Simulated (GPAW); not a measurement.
Records of electronic-structure calculations.

### Cs2InAgCl6 (Fm-3m): one start, several treatments of the self-energy

The structure is cubic, space group Fm-3m (No. 225). The conventional cell has a = 10.469 Å, b = 10.469 Å, c = 10.469 Å, α = 90.00°, β = 90.00°, γ = 90.00°. Cs has 12 Cl at 3.70 Å nearest. Nearest to In lie 6 Cl at 2.51 Å. Nearest to Ag lie 6 Cl at 2.72 Å. Nearest to Cl lie 1 In at 2.51 Å and 1 Ag at 2.72 Å and 4 Cs at 3.70 Å. Farther neighbours and most contacts between anions are not listed.

| Property | Result |
| --- | --- |
| method | DFT, LDA, plane waves, PAW (and 3 further levels or steps) |
| program | GPAW 26.7.0 |
| settings of one run | cutoff 450 eV, GPAW PAW setups 1.2.1 data release, 2×2×2 k-mesh, nbands 975 |
| notes | The cell and positions come from the Crystallography Open Database and are kept as given unless a step says otherwise. Limits: no spin-orbit coupling. Bands and cutoff are finite, so the gap is not at the basis limit. The miss can reach some tenths of an eV and take either sign; the mesh is an error of its own. The program warns of a poor linear fit in the extrapolation of some level, so the extrapolated values are rough. The 2×2×2 mesh is coarse for this cell, which bears on the long-range parts of exchange and screening. |
| G0W0, Godby-Needs plasmon pole | 2.685 eV |
| one-shot HSE06 | 2.663 eV |
| G0W0, extrapolated in the cutoff | 2.626 eV |
| one-shot Hartree-Fock | 9.812 eV |
| G0W0, full frequency, Hilbert transform | 2.657 eV |
| known limits | not at the basis limit; d shell near the gap, gap tends to lie low; no spin-orbit coupling; coarse k mesh |

One-shot HSE06: −0.023 eV against G0W0, Godby-Needs plasmon pole. G0W0, extrapolated in the cutoff: −0.059 eV against G0W0, Godby-Needs plasmon pole, at other bands or cutoff, so not like for like.

[Runs of the session that timed out or met a known fault of the program may be left out.]

[Hosts, paths, dates, database ids (printed as entryN), source tags and the programs' standing remarks are cut or masked in the printed files.]
